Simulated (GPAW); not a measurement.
## Work function of H/Ti(0001) at several levels

How far do functional and basis move the work function of H/Ti(0001)?

Main program and level: GPAW 26.7.0; GPAW, PAW setups; slab in vacuum, relaxation, in the first sound run; inputs show where later runs differ.

### 1. The starting structure

The cell holds 5 atoms: 4 Ti and 1 H. Its edges and angles: a = 2.950 Å, b = 2.950 Å, c = 21.891 Å, α = 90.0°, β = 90.0°, γ = 60.0°. Vacuum lies along c.

Structure file:

```cif
data_structure
_symmetry_space_group_name_H-M 'P 1'
_symmetry_Int_Tables_number 1
_cell_length_a 2.9500
_cell_length_b 2.9500
_cell_length_c 21.8913
_cell_angle_alpha 90.000
_cell_angle_beta 90.000
_cell_angle_gamma 60.000
_cell_volume 164.99
loop_
_atom_site_label
_atom_site_type_symbol
_atom_site_fract_x
_atom_site_fract_y
_atom_site_fract_z
_atom_site_occupancy
Ti1 Ti 0.66667 0.66667 0.31976 1
Ti2 Ti 0.00000 0.00000 0.42676 1
Ti3 Ti 0.66667 0.66667 0.53375 1
Ti4 Ti 0.00000 0.00000 0.64075 1
H5 H 0.33333 0.33333 0.68024 1
```

### 2. Relaxation

Forces are removed first; all later runs use this geometry. The lowest 2 atoms are held at bulk positions and keep their forces.

run.py

```python
import json
import numpy as np
from ase import Atoms
from ase.constraints import FixAtoms
from ase.optimize import BFGS
from gpaw import GPAW, PW

slab = Atoms(
    ['Ti', 'Ti', 'Ti', 'Ti', 'H'],
    positions=[
        [2.95000, 1.70318, 7.00000],
        [0.00000, 0.00000, 9.34230],
        [2.95000, 1.70318, 11.68460],
        [0.00000, 0.00000, 14.02690],
        [1.47500, 0.85159, 14.89135]],
    cell=[[2.95, 0.0, 0.0], [1.475, 2.55477, 0.0], [0.0, 0.0, 21.89135]],
    pbc=[True, True, False])

slab.calc = GPAW(mode=PW(500), xc='PBE', kpts={'size': (12, 12, 1), 'gamma': True},
                 occupations={'name': 'fermi-dirac', 'width': 0.1}, nbands='160%',
                 convergence={'density': 1e-05}, maxiter=200,
                 poissonsolver={'dipolelayer': 'xy'},
                 symmetry={'tolerance': 1e-3, 'extra_ids': [1, 1, 0, 0, 0]}, txt='slab.txt')
result = {}
slab.set_constraint(FixAtoms([0, 1]))
path = []
opt = BFGS(slab, maxstep=0.2)
opt.attach(lambda: path.append((slab.get_potential_energy(), slab.positions.tolist(), slab.get_forces().tolist())))
result['relaxed'] = bool(opt.run(fmax=0.03, steps=40))
result['path'] = path
energy = slab.get_potential_energy()
fermi = slab.calc.get_fermi_level()
v = slab.calc.get_electrostatic_potential().mean((0, 1)) - fermi
n = slab.calc.get_pseudo_density().mean((0, 1))
L = slab.cell[2, 2]
z = np.arange(len(v)) * L / len(v)
low, high = slab.positions[:, 2].min(), slab.positions[:, 2].max()
below, above = np.interp([low - 4.8, high + 4.8], z, v)
slopes = [np.interp(x, z, np.gradient(v, z)) for x in (low - 4.8, high + 4.8)]
eps = np.array([[slab.calc.get_eigenvalues(k, s) for k in range(len(slab.calc.get_ibz_k_points()))]
                for s in range(slab.calc.get_number_of_spins())]) - fermi
top, bottom = eps[eps < 0].max(), eps[eps > 0].min()
dipole = slab.get_dipole_moment()[2]
print(f'energy {energy:.4f} eV, Fermi level {fermi:.4f} eV, dipole {dipole:.5f} e A')
print(f'potential 4.8 A off the faces, from the Fermi level: lower {below:.4f} eV, upper {above:.4f} eV')
print(f'slope of the potential there: lower {slopes[0]:.5f}, upper {slopes[1]:.5f} eV/A')
print(f'nearest levels on the mesh: {top:.4f} and {bottom:.4f} eV')
print('magnetic moment', round(slab.get_magnetic_moment(), 3))
result.update(energy=energy, fermi=fermi, dipole=dipole, below=below, above=above, slopes=slopes, edges=[top, bottom],
              z=z.tolist(), v=v.tolist(), n=n.tolist(), positions=slab.positions.tolist(),
              forces=slab.get_forces(apply_constraint=False).tolist(), moments=slab.get_magnetic_moments().tolist())
json.dump(result, open('result.json', 'w'))
```

Launch:

```sh
OMP_NUM_THREADS=1 OPENBLAS_NUM_THREADS=1 python run.py
```

Log:

```text
Step          Energy          fmax
BFGS:    0      -29.241691        0.869314
BFGS:    1      -29.258362        0.756269
BFGS:    2      -29.301537        0.228355
BFGS:    3      -29.304138        0.087588
BFGS:    4      -29.304293        0.072973
BFGS:    5      -29.304535        0.050794
BFGS:    6      -29.304873        0.065900
BFGS:    7      -29.305130        0.056579
BFGS:    8      -29.305235        0.035307
BFGS:    9      -29.305292        0.043758
BFGS:   10      -29.305373        0.052792
BFGS:   11      -29.305547        0.058925
BFGS:   12      -29.305817        0.053980
BFGS:   13      -29.306103        0.038718
BFGS:   14      -29.306206        0.016478
energy -29.1995 eV, Fermi level 1.2573 eV, dipole -0.00012 e A
potential 4.8 A off the faces, from the Fermi level: lower 4.4045 eV, upper 4.4087 eV
slope of the potential there: lower -0.00287, upper 0.00003 eV/A
nearest levels on the mesh: -0.0093 and 0.0304 eV
magnetic moment 0.0
```

Run time: 18 min. Hardware: 1 thread of Arm Neoverse V1, shared host; peak memory 0.25 GiB.

The steps of the relaxation:

```csv
step,energy less that of the first step (eV),largest force (eV/Å)
1,0.0000,0.8693
2,-0.0178,0.7563
3,-0.0678,0.2284
4,-0.0692,0.0876
5,-0.0694,0.0730
6,-0.0697,0.0508
7,-0.0700,0.0659
8,-0.0700,0.0566
9,-0.0699,0.0353
10,-0.0699,0.0438
11,-0.0698,0.0528
12,-0.0699,0.0589
13,-0.0701,0.0540
14,-0.0705,0.0387
15,-0.0708,0.0165
```

The atoms that moved most (Å):

```
atom     dx     dy      dz  length
  H5  0.000  0.000   0.104   0.104
 Ti3  0.000  0.000   0.063   0.063
 Ti4  0.000  0.000  -0.044   0.044
```

The relaxed structure:

```cif
data_structure
_symmetry_space_group_name_H-M 'P 1'
_symmetry_Int_Tables_number 1
_cell_length_a 2.9500
_cell_length_b 2.9500
_cell_length_c 21.8913
_cell_angle_alpha 90.000
_cell_angle_beta 90.000
_cell_angle_gamma 60.000
_cell_volume 164.99
loop_
_atom_site_label
_atom_site_type_symbol
_atom_site_fract_x
_atom_site_fract_y
_atom_site_fract_z
_atom_site_occupancy
Ti1 Ti 0.66667 0.66667 0.31976 1
Ti2 Ti 0.00000 0.00000 0.42676 1
Ti3 Ti 0.66667 0.66667 0.53664 1
Ti4 Ti 0.00000 0.00000 0.63873 1
H5 H 0.33333 0.33333 0.68501 1
```

This step gave:

```
dipole along the normal                    : -1.21e-4 e·Å
levels nearest the Fermi level on the mesh : -0.009315, 0.03044 eV from the Fermi level
upper work function                        : 4.409 eV
lower work function                        : 4.404 eV
```

The electrostatic potential energy of an electron (without an applied field's), less the Fermi level, planar mean by z:

z (Å), electrostatic potential energy of an electron (without an applied field's), less the Fermi level, planar mean (eV) and a bar from the least value:
```
      0.0        4.4 ##############################
      0.5        4.4 ##############################
      1.0        4.4 ##############################
      1.5        4.4 ##############################
      2.0        4.4 ##############################
      2.5        4.4 ##############################
      3.0        4.4 ##############################
      3.5        4.4 ##############################
      4.0        4.3 ##############################
      4.5        4.2 ##############################
      5.0        3.8 #############################
      5.5        2.5 ############################
      6.0       -0.7 ########################
      6.5       -9.4 #############
      7.0      -19.6 
      7.5       -8.9 #############
      8.0       -0.7 ########################
      8.5       -2.1 ######################
      9.0      -13.3 ########
      9.5      -18.0 ##
     10.0       -5.3 ##################
     10.5       -0.1 ########################
     11.0       -3.6 ####################
     11.5      -16.0 ####
     12.0      -15.7 #####
     12.5       -3.5 ####################
     13.0       -1.2 #######################
     13.5       -9.3 #############
     14.0      -19.2 
     14.5       -9.1 #############
     15.0       -2.9 #####################
     15.5        2.2 ###########################
     16.0        3.9 #############################
     16.5        4.3 ##############################
     17.0        4.4 ##############################
     17.5        4.4 ##############################
     18.0        4.4 ##############################
     18.5        4.4 ##############################
     19.0        4.4 ##############################
     19.5        4.4 ##############################
     20.0        4.4 ##############################
     20.5        4.4 ##############################
     21.0        4.4 ##############################
     21.5        4.4 ##############################
```

The pseudo valence density, planar mean oscillates, so the rows of the table below give means over windows of 2.37 Å about each position, cut where the curve ends. Its maxima inside the range that stand out by 2 % of the span (Å: e/Å³): 6.9: 1.59, 9.3: 1.61, 11.7: 1.58, 14.0: 1.61. Its minima: 8.2: 0.191, 10.6: 0.178, 13.0: 0.216.

Pseudo valence density, planar mean against z; means over each step:

z (Å), pseudo valence density, planar mean (e/Å³) and a bar:
```
     1.19       0.00 
     3.56       0.00 
     5.93       0.40 ################
     8.29       0.69 ###########################
    10.67       0.65 ##########################
    13.04       0.75 ##############################
    15.41       0.24 ##########
    17.77       0.00 
    20.14       0.00
```

The relaxation lowered the energy of the cell by 0.0708 eV (energies extrapolated to zero smearing; the optimiser's log prints free energies). The largest force left on a free atom is 0.016 eV/Å.

### 3. The slab's potential

With the geometry fixed, the planar mean of the potential gives the vacuum level on each side.

This step: GPAW, PAW setups; slab in vacuum (GPAW 26.7.0).

run.py, as its differences from that of step 2:

```diff
@@ -3,4 +3,2 @@
 from ase import Atoms
-from ase.constraints import FixAtoms
-from ase.optimize import BFGS
 from gpaw import GPAW, PW
@@ -12,5 +10,5 @@
         [0.00000, 0.00000, 9.34230],
-        [2.95000, 1.70318, 11.68460],
-        [0.00000, 0.00000, 14.02690],
-        [1.47500, 0.85159, 14.89135]],
+        [2.95000, 1.70318, 11.74787],
+        [0.00000, -0.00000, 13.98267],
+        [1.47500, 0.85159, 14.99570]],
     cell=[[2.95, 0.0, 0.0], [1.475, 2.55477, 0.0], [0.0, 0.0, 21.89135]],
@@ -22,10 +20,4 @@
                  poissonsolver={'dipolelayer': 'xy'},
-                 symmetry={'tolerance': 1e-3, 'extra_ids': [1, 1, 0, 0, 0]}, txt='slab.txt')
+                 symmetry={'tolerance': 1e-3}, txt='slab.txt')
 result = {}
-slab.set_constraint(FixAtoms([0, 1]))
-path = []
-opt = BFGS(slab, maxstep=0.2)
-opt.attach(lambda: path.append((slab.get_potential_energy(), slab.positions.tolist(), slab.get_forces().tolist())))
-result['relaxed'] = bool(opt.run(fmax=0.03, steps=40))
-result['path'] = path
 energy = slab.get_potential_energy()
```

Log:

```text
energy -29.1995 eV, Fermi level 1.2572 eV, dipole -0.00031 e A
potential 4.8 A off the faces, from the Fermi level: lower 4.4046 eV, upper 4.4087 eV
slope of the potential there: lower -0.00283, upper -0.00001 eV/A
nearest levels on the mesh: -0.0093 and 0.0304 eV
magnetic moment 0.0
```

Run time: 1.8 min. Hardware: 1 thread; peak memory 0.24 GiB.

This step gave:

- dipole along the normal: -3.05e-4 e·Å
- levels nearest the Fermi level on the mesh: -0.009321, 0.03043 eV from the Fermi level
- lower work function: 4.405 eV

The electrostatic potential energy of an electron (without an applied field's), less the Fermi level, planar mean oscillates, so the rows of the table below give means over windows of 1 Å about each position, cut where the curve ends. Its maxima inside the range that stand out by 2 % of the span (Å: eV): 8.2: -0.206, 10.6: -0.0681, 12.9: -0.833. Its minima: 7.0: -19.6, 9.3: -19.4, 11.8: -19.5, 14.0: -19.3.

Table of electrostatic potential energy of an electron (without an applied field's), less the Fermi level, planar mean by z; means over each step:

z (Å), electrostatic potential energy of an electron (without an applied field's), less the Fermi level, planar mean (eV) and a bar from the least value:
```
        0        4.4 ##############################
        1        4.4 ##############################
        2        4.4 ##############################
        3        4.4 ##############################
        4        4.3 ##############################
        5        3.6 #############################
        6       -1.6 #####################
        7      -15.5 
        8       -2.3 ####################
        9      -12.3 #####
       10       -6.8 #############
       11       -5.2 ###############
       12      -13.6 ###
       13       -2.9 ###################
       14      -15.3 
       15       -2.7 ###################
       16        3.7 #############################
       17        4.4 ##############################
       18        4.4 ##############################
       19        4.4 ##############################
       20        4.4 ##############################
       21        4.4 ##############################
```

The pseudo valence density, planar mean oscillates, so the rows of the table below give means over windows of 2.37 Å about each position, cut where the curve ends. Its maxima inside the range that stand out by 2 % of the span (Å: e/Å³): 6.9: 1.59, 9.3: 1.61, 11.7: 1.58, 14.0: 1.61. Its minima: 8.2: 0.191, 10.6: 0.178, 13.0: 0.216.

Pseudo valence density, planar mean against z; means over each step:

```csv
z (Å),"pseudo valence density, planar mean (e/Å³)"
1.19,9.2e-6
3.56,0.00190
5.93,0.405
8.29,0.691
10.67,0.649
13.04,0.755
15.41,0.242
17.77,6.8e-4
20.14,0
```

Force by atom:

| atom | x (eV/Å) | y (eV/Å) | z (eV/Å) | size |
| --- | --- | --- | --- | --- |
| Ti1 | 0.000 | 0.000 | 0.582 | 0.582 |
| Ti2 | 0.000 | 0.000 | -0.581 | 0.581 |
| Ti3 | 0.000 | 0.000 | 0.009 | 0.009 |
| Ti4 | 0.000 | 0.000 | -0.016 | 0.016 |
| H5 | 0.000 | 0.000 | 0.006 | 0.006 |

The potential is flat to 0.003 eV/Å where it is read, so the vacuum is wide enough.

### 4. Self-consistent run: xc = "LDA"

The same geometry under LDA, to see how far the functional moves the levels against the vacuum.

run.py, as its differences from that of step 3:

```diff
@@ -16,3 +16,3 @@
 
-slab.calc = GPAW(mode=PW(500), xc='PBE', kpts={'size': (12, 12, 1), 'gamma': True},
+slab.calc = GPAW(mode=PW(500), xc='LDA', kpts={'size': (12, 12, 1), 'gamma': True},
                  occupations={'name': 'fermi-dirac', 'width': 0.1}, nbands='160%',
```

Log:

```text
energy -32.1501 eV, Fermi level 0.9823 eV, dipole -0.00593 e A
potential 4.8 A off the faces, from the Fermi level: lower 4.5862 eV, upper 4.7252 eV
slope of the potential there: lower -0.00257, upper 0.00003 eV/A
nearest levels on the mesh: -0.0119 and 0.0219 eV
magnetic moment 0.0
```

The job ended after 2 min (1 thread; peak memory 0.25 GiB).

This step gave:

* dipole along the normal: -0.005927 e·Å
* levels nearest the Fermi level on the mesh: -0.01187, 0.02186 eV from the Fermi level
* upper work function: 4.725 eV
* lower work function: 4.586 eV

The electrostatic potential energy of an electron (without an applied field's), less the Fermi level, planar mean oscillates, so the rows of the table below give means over windows of 1 Å about each position, cut where the curve ends. Its maxima inside the range that stand out by 2 % of the span (Å: eV): 8.2: 0.0882, 10.6: 0.230, 12.9: -0.532. Its minima: 7.0: -19.3, 9.3: -19.1, 11.8: -19.2, 14.0: -19.0.

The electrostatic potential energy of an electron (without an applied field's), less the Fermi level, planar mean by z; means over each step:

| z (Å) | electrostatic potential energy of an electron (without an applied field's), less the Fermi level, planar mean (eV) |
| --- | --- |
| 0 | 4.61 |
| 1 | 4.59 |
| 2 | 4.59 |
| 3 | 4.58 |
| 4 | 4.50 |
| 5 | 3.82 |
| 6 | -1.38 |
| 7 | -15.2 |
| 8 | -2.02 |
| 9 | -12.0 |
| 10 | -6.45 |
| 11 | -4.90 |
| 12 | -13.3 |
| 13 | -2.62 |
| 14 | -15.0 |
| 15 | -2.46 |
| 16 | 3.97 |
| 17 | 4.68 |
| 18 | 4.72 |
| 19 | 4.73 |
| 20 | 4.73 |
| 21 | 4.72 |

The pseudo valence density, planar mean oscillates, so the rows of the table below give means over windows of 2.37 Å about each position, cut where the curve ends. Its maxima inside the range that stand out by 2 % of the span (Å: e/Å³): 6.9: 1.59, 9.3: 1.61, 11.7: 1.58, 14.0: 1.61. Its minima: 8.2: 0.190, 10.6: 0.177, 13.0: 0.215.

The pseudo valence density, planar mean by z; means over each step:

z (Å), pseudo valence density, planar mean (e/Å³) and a bar:
```
     1.19       0.00 
     3.56       0.00 
     5.93       0.40 ################
     8.29       0.69 ###########################
    10.67       0.65 ##########################
    13.04       0.75 ##############################
    15.41       0.24 ##########
    17.77       0.00 
    20.14       0.00
```

Force by atom:

```
atom  x (eV/Å)  y (eV/Å)  z (eV/Å)   size
 Ti1     0.000     0.000     0.978  0.978
 Ti2     0.000     0.000    -0.596  0.596
 Ti3     0.000     0.000     0.062  0.062
 Ti4     0.000     0.000    -0.288  0.288
  H5     0.000     0.000    -0.156  0.156
```

The upper face's work function is 4.725 eV, against 4.409 eV in the first plane-wave PBE run at this geometry.

### 5. Self-consistent run: xc = "revPBE"

The same geometry under revPBE, to see how far the functional moves the levels against the vacuum.

run.py, as its differences from that of step 4:

```diff
@@ -16,3 +16,3 @@
 
-slab.calc = GPAW(mode=PW(500), xc='LDA', kpts={'size': (12, 12, 1), 'gamma': True},
+slab.calc = GPAW(mode=PW(500), xc='revPBE', kpts={'size': (12, 12, 1), 'gamma': True},
                  occupations={'name': 'fermi-dirac', 'width': 0.1}, nbands='160%',
```

Log:

```text
energy -27.8881 eV, Fermi level 1.3565 eV, dipole 0.00096 e A
potential 4.8 A off the faces, from the Fermi level: lower 4.3046 eV, upper 4.2786 eV
slope of the potential there: lower -0.00299, upper -0.00001 eV/A
nearest levels on the mesh: -0.0096 and 0.0332 eV
magnetic moment 0.0
```

Wall time 100 s (1 thread); peak memory 0.24 GiB.

This step gave:

```
dipole along the normal                    : 9.55e-4 e·Å
levels nearest the Fermi level on the mesh : -0.009634, 0.03316 eV from the Fermi level
upper work function                        : 4.279 eV
lower work function                        : 4.305 eV
```

The electrostatic potential energy of an electron (without an applied field's), less the Fermi level, planar mean oscillates, so the rows of the table below give means over windows of 1 Å about each position, cut where the curve ends. Its maxima inside the range that stand out by 2 % of the span (Å: eV): 8.2: -0.283, 10.6: -0.148, 12.9: -0.910. Its minima: 7.0: -19.7, 9.3: -19.5, 11.8: -19.5, 14.0: -19.4.

The electrostatic potential energy of an electron (without an applied field's), less the Fermi level, planar mean by z; means over each step:

z (Å), electrostatic potential energy of an electron (without an applied field's), less the Fermi level, planar mean (eV) and a bar from the least value:
```
        0        4.3 ##############################
        1        4.3 ##############################
        2        4.3 ##############################
        3        4.3 ##############################
        4        4.2 ##############################
        5        3.5 #############################
        6       -1.7 #####################
        7      -15.5 
        8       -2.4 ####################
        9      -12.4 #####
       10       -6.8 #############
       11       -5.3 ###############
       12      -13.7 ###
       13       -3.0 ###################
       14      -15.4 
       15       -2.8 ###################
       16        3.6 #############################
       17        4.2 ##############################
       18        4.3 ##############################
       19        4.3 ##############################
       20        4.3 ##############################
       21        4.3 ##############################
```

The upper face's work function is 4.279 eV, against 4.409 eV in the first plane-wave PBE run at this geometry.

(Part 1 of 2 ends here.)

[Logs are printed without paths, hosts, clocks, repeated set-up lines and the standing remarks that a program may print on its own settings, such as how far it seeks lower states.]

[Hosts, paths, dates, database ids (printed as entryN), source tags and the programs' standing remarks are cut or masked in the printed files.]
